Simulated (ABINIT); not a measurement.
# Quasiparticle gap of LiHF2 (R-3m) in ABINIT, part 2 of 3

How does a plane-wave GW calculation on LiHF2 (R-3m) run from the first input to the gap?

ABINIT 10.8.3; LDA and many-body steps on it, plane waves. Known limits of the many-body steps: not at the basis limit.

So far. Step 2 (Ground state): The gap is indirect, with the least direct gap 0.20 eV higher.

### Step 3. Bands along the symmetry lines

Level of this step: DFT, LDA, plane waves, norm-conserving pseudopotentials (ABINIT).

Levels along a band path, at the cheap level, show where the edges lie and whether the meshes to come will hold them.

run.abi reads:

```
acell 3*1.0 Angstrom
rprim 
  1.466983587415 0.846963369091 4.366688724100
  -1.466983587415 0.846963369091 4.366688724100
  0.000000000000 -1.693926738182 4.366688724100
ntypat 3
znucl 3 1 9
natom 4
typat 1 2 3 3
xred 
  0.000000000000 0.000000000000 0.000000000000
  0.500000000000 0.500000000000 0.500000000000
  0.413301880000 0.413301880000 0.413301880000
  0.586698120000 0.586698120000 0.586698120000
pp_dirpath "pseudos"
pseudos "Li.upf, H.upf, F.upf"
ecut 36
iscf -2
irdden 1
kptopt 0
nkpt 59
kpt 
  0.00000000 0.00000000 0.00000000
  0.06250000 0.06250000 0.06250000
  0.12500000 0.12500000 0.12500000
  0.18750000 0.18750000 0.18750000
  0.25000000 0.25000000 0.25000000
  0.31250000 0.31250000 0.31250000
  0.37500000 0.37500000 0.37500000
  0.43750000 0.43750000 0.43750000
  0.50000000 0.50000000 0.50000000
  0.53853162 0.46146838 0.50000000
  0.57706325 0.42293675 0.50000000
  0.61559487 0.38440513 0.50000000
  0.65412649 0.34587351 0.50000000
  0.69265812 0.30734188 0.50000000
  0.73118974 0.26881026 0.50000000
  0.76972137 0.23027863 0.50000000
  0.80825299 0.19174701 0.50000000
  0.50000000 -0.19174701 0.19174701
  0.50000000 -0.16777863 0.16777863
  0.50000000 -0.14381026 0.14381026
  0.50000000 -0.11984188 0.11984188
  0.50000000 -0.09587350 0.09587350
  0.50000000 -0.07190513 0.07190513
  0.50000000 -0.04793675 0.04793675
  0.50000000 -0.02396838 0.02396838
  0.50000000 0.00000000 0.00000000
  0.43750000 0.00000000 0.00000000
  0.37500000 0.00000000 0.00000000
  0.31250000 0.00000000 0.00000000
  0.25000000 0.00000000 0.00000000
  0.18750000 0.00000000 0.00000000
  0.12500000 0.00000000 0.00000000
  0.06250000 0.00000000 0.00000000
  0.00000000 0.00000000 0.00000000
  0.04323419 -0.04323419 0.00000000
  0.08646838 -0.08646838 0.00000000
  0.12970257 -0.12970257 0.00000000
  0.17293675 -0.17293675 0.00000000
  0.21617094 -0.21617094 0.00000000
  0.25940513 -0.25940513 0.00000000
  0.30263932 -0.30263932 0.00000000
  0.34587351 -0.34587351 0.00000000
  0.65412649 0.00000000 0.34587351
  0.63486068 0.00000000 0.36513932
  0.61559487 0.00000000 0.38440513
  0.59632906 0.00000000 0.40367094
  0.57706324 0.00000000 0.42293675
  0.55779743 0.00000000 0.44220257
  0.53853162 0.00000000 0.46146838
  0.51926581 0.00000000 0.48073419
  0.50000000 0.00000000 0.50000000
  0.43750000 0.00000000 0.43750000
  0.37500000 0.00000000 0.37500000
  0.31250000 0.00000000 0.31250000
  0.25000000 0.00000000 0.25000000
  0.18750000 0.00000000 0.18750000
  0.12500000 0.00000000 0.12500000
  0.06250000 0.00000000 0.06250000
  0.00000000 0.00000000 0.00000000
istwfk *1
nband 16
nbdbuf 2
tolwfr 1e-08
nstep 40
prtwf 0
prtvol 0
indata_prefix "in"
outdata_prefix "out"
tmpdata_prefix "tmp"
```

Command:

```sh
$ OMP_NUM_THREADS=1 mpirun -n 4 abinit run.abi > log
```

Numbers of over 12 decimals in the logs are rounded to 6 here.

The log of the run:

```text
.Version 10.8.3 of ABINIT. v10.8.2 released Aug 2026.

 Symmetries : space group R-3 m (#166); Bravais hR (rhombohedral)
[... echo of the input left out ...]
== DATASET  1 ==================================================================
-   mpi_nproc: 4, omp_nthreads: 1 (-1 if OMP is not activated)

--- !DatasetInfo
iteration_state: {dtset: 1, }
dimensions: {natom: 4, nkpt: 59, mband: 16, nsppol: 1, nspinor: 1, nspden: 1, mpw: 2292, }
cutoff_energies: {ecut:  36.0, pawecutdg:  -1.0, }
electrons: {nelect:   1.80000000E+01, charge:   0.00000000E+00, occopt:   1.00000000E+00, tsmear:   1.00000000E-02, }

 Real(R)+Recip(G) space primitive vectors, cartesian coordinates (Bohr,Bohr^-1):
 R(1)=  2.7721972  1.6005288  8.2518458  G(1)=  0.1803623  0.1041323  0.0403950
 R(2)= -2.7721972  1.6005288  8.2518458  G(2)= -0.1803623  0.1041323  0.0403950
 R(3)=  0.0000000 -3.2010576  8.2518458  G(3)=  0.0000000 -0.2082645  0.0403950
 Unit cell volume ucvol=  2.1967972E+02 bohr^3
 Angles (23,13,12)=  3.65053538E+01  3.65053538E+01  3.65053538E+01 degrees

 getcut: wavevector=  0.0000  0.0000  0.0000  ngfft=  48  48  48
         ecut(hartree)=     36.000   => boxcut(ratio)=   2.00844

--- Pseudopotential description ------------------------------------------------
- Li Generated using ONCVPSP code by D. R. Hamann
-  3.00000   3.00000  180309                  znucl, zion, pspdat
12 -1012 1 -1 1944                            pspcod,pspxc,lmax,lloc,mmax
     nproj     2     2     0
  pspatm : epsatm=    2.61415252
         --- l  ekb(1:nproj) -->
             0   -4.854561   -1.448487
             1   -2.179236   -0.444438
 pspatm: atomic psp has been read  and splines computed

- H Generated using ONCVPSP code by D. R. Hamann
-  1.00000   1.00000  180309                  znucl, zion, pspdat
12 -1012 1 -1 1180                            pspcod,pspxc,lmax,lloc,mmax
     nproj     2     1     0
  pspatm : epsatm=    0.35439867
         --- l  ekb(1:nproj) -->
             0   -1.665338   -0.519510
             1   -0.275071
 pspatm: atomic psp has been read  and splines computed

- F Generated using ONCVPSP code by D. R. Hamann
-  9.00000   7.00000  201202                  znucl, zion, pspdat
12 -1012 2 -1 824                             pspcod,pspxc,lmax,lloc,mmax
     nproj     2     2     1
  pspatm : epsatm=    4.94580260
         --- l  ekb(1:nproj) -->
[...]
2   -2.364936
 pspatm: atomic psp has been read  and splines computed

--------------------------------------------------------------------------------

================================================================================
 prteigrs : about to open file out_EIG
 Non-SCF case, kpt    1 (  0.00000  0.00000  0.00000), residuals and eigenvalues=
  1.93E-09  1.30E-09  5.17E-09  7.93E-09  3.57E-09  9.03E-09  3.07E-09  1.48E-09
[...]
Non-SCF case, kpt    3 (  0.12500  0.12500  0.12500), residuals and eigenvalues=
[...]
5.9012E-01  6.2794E-01  6.2794E-01  7.8071E-01
[...]
Non-SCF case, kpt   58 (  0.06250  0.00000  0.06250), residuals and eigenvalues=
[...]
Non-SCF case, kpt   59 (  0.00000  0.00000  0.00000), residuals and eigenvalues=
[...]
-1.5451E+00 -8.6242E-01 -8.0642E-01 -3.1406E-01 -1.1654E-01 -1.1654E-01
 -1.1380E-01 -1.0904E-01 -1.0904E-01  1.9618E-01  3.6890E-01  5.1640E-01
[...]
--- !ResultsGS
iteration_state: {dtset: 1, }
comment   : Summary of ground state results
lattice_vectors:
- [  2.7721972,   1.6005288,   8.2518458, ]
- [ -2.7721972,   1.6005288,   8.2518458, ]
- [  0.0000000,  -3.2010576,   8.2518458, ]
lattice_lengths: [   8.85097,    8.85097,    8.85097, ]
lattice_angles: [ 36.505,  36.505,  36.505, ] # degrees, (23, 13, 12)
lattice_volume:   2.1967972E+02
convergence: {deltae:  0.000E+00, res2:  0.000E+00, residm:  9.963E-09, diffor:  0.000E+00, }
etotal    :  -5.70245306E+01
entropy   :   0.00000000E+00
fermie    :  -1.01567084E-01
cartesian_stress_tensor: null
pressure_GPa: null
xred      :
- [  0.0000E+00,   0.0000E+00,   0.0000E+00, Li]
- [  5.0000E-01,   5.0000E-01,   5.0000E-01,  H]
- [  4.1330E-01,   4.1330E-01,   4.1330E-01,  F]
- [  5.8670E-01,   5.8670E-01,   5.8670E-01,  F]
cartesian_forces: null
force_length_stats: {min: null, max: null, mean: null, }

 Integrated electronic density in atomic spheres:
 ------------------------------------------------
 Atom  Sphere_radius  Integrated_density
[...]
================================================================================

 ----iterations are completed or convergence reached----

 Mean square residual over all n,k,spin=   38.436E-10; max=  99.634E-10
 reduced coordinates (array xred) for    4 atoms
[...]
0.413301880000      0.413301880000      0.413301880000
       0.586698120000      0.586698120000      0.586698120000

 cartesian coordinates (angstrom) at end:
[...]
3     -0.000000     0.000000     5.414282
    4     -0.000000     0.000000     7.685784
 length scales=  1.889726125908  1.889726125908  1.889726125908 bohr
              =  1.000000000000  1.000000000000  1.000000000000 angstroms
 prteigrs : about to open file out_EIG
 Eigenvalues (hartree) for nkpt=  59  k points:
 kpt#   1, nband= 16, wtk=  1.00000, kpt=  0.0000  0.0000  0.0000 (reduced coord)
[...]
kpt#   2, nband= 16, wtk=  1.00000, kpt=  0.0625  0.0625  0.0625 (reduced coord)
[...]
kpt#   3, nband= 16, wtk=  1.00000, kpt=  0.1250  0.1250  0.1250 (reduced coord)
[...]
kpt#  58, nband= 16, wtk=  1.00000, kpt=  0.0625  0.0000  0.0625 (reduced coord)
[...]
kpt#  59, nband= 16, wtk=  1.00000, kpt=  0.0000  0.0000  0.0000 (reduced coord)
  -1.54511   -0.86242   -0.80642   -0.31406   -0.11654   -0.11654   -0.11380   -0.10904
  -0.10904    0.19618    0.36890    0.51640    0.58138    0.63051    0.63051    0.77187

== END DATASET(S) ==============================================================
================================================================================

 -outvars: echo values of variables after computation  --------
            nband          16
             nkpt          59
          spgroup         166
 [... the other variables as echoed above ...]

 Calculation completed.
```

It took 12 s on 4 MPI ranks of Arm Neoverse V1, shared host; peak memory 0.3 GiB.

This step gave:

```yaml
gap: 8.102 eV
k_of_the_valence_top: 0.5, 0.5, 0.5
k_of_the_conduction_bottom: 0, 0, 0
least_direct_gap: 8.305 eV
```

The gap is 8.102 eV, as in the run before at this level.

The electronic bands at the labelled points (eV, zero at the top of the highest filled band):

| point | band 6 | band 7 | band 8 | band 9 | band 10 | band 11 | band 12 | band 13 |
| --- | --- | --- | --- | --- | --- | --- | --- | --- |
| Γ | -0.41 | -0.33 | -0.20 | -0.20 | 8.10 | 12.80 | 16.82 | 18.58 |
| halfway | -0.52 | -0.52 | -0.08 | -0.08 | 8.58 | 12.35 | 16.61 | 19.70 |
| T | -0.60 | -0.60 | 0.00 | 0.00 | 8.98 | 12.25 | 15.88 | 19.54 |
| halfway | -1.66 | -1.02 | -0.53 | -0.22 | 10.75 | 13.34 | 16.13 | 17.47 |
| H2 | -1.92 | -1.59 | -0.93 | -0.58 | 13.84 | 14.28 | 14.57 | 15.48 |
| jump to H0 | -1.92 | -1.59 | -0.93 | -0.58 | 13.84 | 14.28 | 14.57 | 15.48 |
| halfway | -1.38 | -1.19 | -1.13 | -0.48 | 12.46 | 13.88 | 15.64 | 16.64 |
| L | -1.54 | -0.77 | -0.63 | -0.58 | 11.57 | 13.58 | 16.14 | 17.89 |
| halfway | -0.93 | -0.60 | -0.41 | -0.40 | 9.68 | 14.47 | 15.90 | 17.83 |
| Γ | -0.41 | -0.33 | -0.20 | -0.20 | 8.10 | 12.80 | 16.82 | 18.58 |
| halfway | -1.42 | -0.73 | -0.54 | -0.35 | 10.29 | 15.21 | 15.56 | 17.10 |
| S0 | -1.85 | -1.28 | -1.26 | -0.52 | 14.04 | 14.09 | 14.64 | 15.37 |
| jump to S2 | -1.85 | -1.28 | -1.26 | -0.52 | 14.04 | 14.09 | 14.64 | 15.37 |
| halfway | -1.52 | -1.42 | -1.14 | -0.33 | 13.62 | 14.25 | 14.37 | 15.60 |
| F | -1.60 | -1.20 | -1.13 | -0.15 | 13.45 | 13.97 | 14.07 | 16.27 |
| halfway | -1.14 | -0.87 | -0.58 | -0.12 | 10.05 | 13.84 | 16.56 | 17.98 |
| Γ | -0.41 | -0.33 | -0.20 | -0.20 | 8.10 | 12.80 | 16.82 | 18.58 |

The electronic bands as a text plot (rows in eV, shown from -8.0 to 14.1 only; labels by their first letter):

```
   13.6 |          ++  +++++++++   +++   ++       +++++++++++++
   12.7 |++++  ++++   +   +           +++       ++      +      ++
   11.8 |    ++     ++     +++++               +         +
   10.9 |          +            +             +           +
   10.0 |       +++              ++         ++             ++
    9.0 |   ++++                   ++    +++                 ++
    8.1 |+++                         ++++                      ++
    7.2 |
    6.3 |
    5.4 |
    4.4 |
    3.5 |
    2.6 |
    1.7 |
    0.7 |
   -0.2 |********************************************************
   -1.1 |  **  ***********************   **********************
   -2.0 |    **************     ***         ******** ******
   -2.9 |                  *****                    *****
   -3.9 |
   -4.8 |   ****************                   ************
   -5.7 |***                *******************            ******
   -6.6 |
   -7.5 |
         Γ    T        H|H    L        Γ         S|S   F        Γ
```

### Step 4. Empty states on the mesh, 4×4×4 mesh, 26 bands

The sums over transitions need many empty states on a uniform mesh; this step solves for them.

run.abi reads:

```
acell 3*1.0 Angstrom
rprim 
  1.466983587415 0.846963369091 4.366688724100
  -1.466983587415 0.846963369091 4.366688724100
  0.000000000000 -1.693926738182 4.366688724100
ntypat 3
znucl 3 1 9
natom 4
typat 1 2 3 3
xred 
  0.000000000000 0.000000000000 0.000000000000
  0.500000000000 0.500000000000 0.500000000000
  0.413301880000 0.413301880000 0.413301880000
  0.586698120000 0.586698120000 0.586698120000
pp_dirpath "pseudos"
pseudos "Li.upf, H.upf, F.upf"
ecut 36
ngkpt 4 4 4
nshiftk 1
shiftk 0 0 0
kptopt 1
chksymbreak 0
iscf -2
irdden 1
istwfk *1
nband 26
nbdbuf 4
tolwfr 1e-09
nstep 60
prtvol 0
indata_prefix "in"
outdata_prefix "out"
tmpdata_prefix "tmp"
```

The log of the run:

```text
.Version 10.8.3 of ABINIT. v10.8.2 released Aug 2026.

 Symmetries : space group R-3 m (#166); Bravais hR (rhombohedral)
[... echo of the input left out ...]
== DATASET  1 ==================================================================
-   mpi_nproc: 4, omp_nthreads: 1 (-1 if OMP is not activated)

--- !DatasetInfo
iteration_state: {dtset: 1, }
dimensions: {natom: 4, nkpt: 13, mband: 26, nsppol: 1, nspinor: 1, nspden: 1, mpw: 2290, }
cutoff_energies: {ecut:  36.0, pawecutdg:  -1.0, }
electrons: {nelect:   1.80000000E+01, charge:   0.00000000E+00, occopt:   1.00000000E+00, tsmear:   1.00000000E-02, }

 Real(R)+Recip(G) space primitive vectors, cartesian coordinates (Bohr,Bohr^-1):
 R(1)=  2.7721972  1.6005288  8.2518458  G(1)=  0.1803623  0.1041323  0.0403950
 R(2)= -2.7721972  1.6005288  8.2518458  G(2)= -0.1803623  0.1041323  0.0403950
 R(3)=  0.0000000 -3.2010576  8.2518458  G(3)=  0.0000000 -0.2082645  0.0403950
 Unit cell volume ucvol=  2.1967972E+02 bohr^3
 Angles (23,13,12)=  3.65053538E+01  3.65053538E+01  3.65053538E+01 degrees

 getcut: wavevector=  0.0000  0.0000  0.0000  ngfft=  48  48  48
         ecut(hartree)=     36.000   => boxcut(ratio)=   2.00844

--- Pseudopotential description ------------------------------------------------
- Li Generated using ONCVPSP code by D. R. Hamann
-  3.00000   3.00000  180309                  znucl, zion, pspdat
12 -1012 1 -1 1944                            pspcod,pspxc,lmax,lloc,mmax
     nproj     2     2     0
  pspatm : epsatm=    2.61415252
         --- l  ekb(1:nproj) -->
             0   -4.854561   -1.448487
             1   -2.179236   -0.444438
 pspatm: atomic psp has been read  and splines computed

- H Generated using ONCVPSP code by D. R. Hamann
-  1.00000   1.00000  180309                  znucl, zion, pspdat
12 -1012 1 -1 1180                            pspcod,pspxc,lmax,lloc,mmax
     nproj     2     1     0
  pspatm : epsatm=    0.35439867
         --- l  ekb(1:nproj) -->
             0   -1.665338   -0.519510
             1   -0.275071
 pspatm: atomic psp has been read  and splines computed

- F Generated using ONCVPSP code by D. R. Hamann
-  9.00000   7.00000  201202                  znucl, zion, pspdat
12 -1012 2 -1 824                             pspcod,pspxc,lmax,lloc,mmax
     nproj     2     2     1
  pspatm : epsatm=    4.94580260
         --- l  ekb(1:nproj) -->
[...]
2   -2.364936
 pspatm: atomic psp has been read  and splines computed

--------------------------------------------------------------------------------

================================================================================
 prteigrs : about to open file out_EIG
 Non-SCF case, kpt    1 (  0.00000  0.00000  0.00000), residuals and eigenvalues=
  1.66E-10  8.73E-10  3.84E-10  7.53E-10  8.95E-11  4.16E-10  1.86E-10  1.32E-10
  1.50E-10  1.83E-10  6.14E-11  1.58E-10  7.74E-11  4.64E-11  5.40E-11  4.85E-10
  6.14E-10  1.10E-10  3.22E-10  6.08E-10  9.86E-10  1.10E-10  4.75E-10  2.75E-08
  5.96E-05  3.29E-05
 -1.5451E+00 -8.6242E-01 -8.0642E-01 -3.1406E-01 -1.1654E-01 -1.1654E-01
 -1.1380E-01 -1.0904E-01 -1.0904E-01  1.9618E-01  3.6890E-01  5.1640E-01
  5.8138E-01  6.3051E-01  6.3051E-01  7.7187E-01  7.7187E-01  8.3396E-01
  9.2270E-01  9.2270E-01  9.9077E-01  9.9077E-01  1.0318E+00  1.0682E+00
  1.1878E+00  1.1952E+00
 prteigrs : prtvol=0 or 1, do not print more k-points.

--- !ResultsGS
iteration_state: {dtset: 1, }
comment   : Summary of ground state results
lattice_vectors:
- [  2.7721972,   1.6005288,   8.2518458, ]
- [ -2.7721972,   1.6005288,   8.2518458, ]
- [  0.0000000,  -3.2010576,   8.2518458, ]
lattice_lengths: [   8.85097,    8.85097,    8.85097, ]
lattice_angles: [ 36.505,  36.505,  36.505, ] # degrees, (23, 13, 12)
lattice_volume:   2.1967972E+02
convergence: {deltae:  0.000E+00, res2:  0.000E+00, residm:  9.968E-10, diffor:  0.000E+00, }
etotal    :  -5.70245306E+01
entropy   :   0.00000000E+00
fermie    :  -1.01567084E-01
cartesian_stress_tensor: null
pressure_GPa: null
xred      :
- [  0.0000E+00,   0.0000E+00,   0.0000E+00, Li]
- [  5.0000E-01,   5.0000E-01,   5.0000E-01,  H]
- [  4.1330E-01,   4.1330E-01,   4.1330E-01,  F]
- [  5.8670E-01,   5.8670E-01,   5.8670E-01,  F]
cartesian_forces: null
force_length_stats: {min: null, max: null, mean: null, }

 Integrated electronic density in atomic spheres:
 ------------------------------------------------
 Atom  Sphere_radius  Integrated_density
[...]
================================================================================

 ----iterations are completed or convergence reached----

 Mean square residual over all n,k,spin=   36.304E-11; max=  99.677E-11
 reduced coordinates (array xred) for    4 atoms
[...]
0.413301880000      0.413301880000      0.413301880000
       0.586698120000      0.586698120000      0.586698120000

 cartesian coordinates (angstrom) at end:
    1      0.000000     0.000000     0.000000
    2     -0.000000    -0.000000     6.550033
    3     -0.000000     0.000000     5.414282
    4     -0.000000     0.000000     7.685784
 length scales=  1.889726125908  1.889726125908  1.889726125908 bohr
              =  1.000000000000  1.000000000000  1.000000000000 angstroms
 prteigrs : about to open file out_EIG
 Eigenvalues (hartree) for nkpt=  13  k points:
 kpt#   1, nband= 26, wtk=  0.01563, kpt=  0.0000  0.0000  0.0000 (reduced coord)
  -1.54511   -0.86242   -0.80642   -0.31406   -0.11654   -0.11654   -0.11380   -0.10904
  -0.10904    0.19618    0.36890    0.51640    0.58138    0.63051    0.63051    0.77187
   0.77187    0.83396    0.92270    0.92270    0.99077    0.99077    1.03180    1.06822
   1.18782    1.19515
 prteigrs : prtvol=0 or 1, do not print more k-points.

== END DATASET(S) ==============================================================
================================================================================

 -outvars: echo values of variables after computation  --------
            nband          26
             nkpt          13
          spgroup         166
 [... the other variables as echoed above ...]

 Calculation completed.
```

Elapsed: 6.1 s, on 4 MPI ranks; peak memory 0.27 GiB.

This step gave:

```
gap                                                           : 8.102 eV
k of the valence top                                          : 0.5, 0.5, 0.5
k of the conduction bottom                                    : 0, 0, 0
least direct gap                                              : 8.305 eV
k points computed                                             : 13
lowest point of the top converged band, above the valence top : 28.29 eV
```

On this mesh the gap is 8.102 eV.

[end of part 2 of 3]

[Paths, hosts, dates, memory and timing lines, banners, echoed tables and standing remarks are left out of the program output.]

[Logs are printed without paths, hosts, clocks, repeated set-up lines and the standing remarks that a program may print on its own settings, such as how far it seeks lower states.]

[Runs of the session that timed out or met a known fault of the program may be left out.]

[Hosts, paths, dates, database ids (printed as entryN), source tags and the programs' standing remarks are cut or masked in the printed files.]

[G0W0 gaps are taken among the corrected bands and points alone; a level outside them can change the order at an edge.]

[Where Ansatz stands beside ABINIT at settings called matched, ABINIT's density can come from a denser mesh and the files from another edition; pairs whose starting gaps differed by over 0.03 eV were left out, so agreement reads better than it is.]
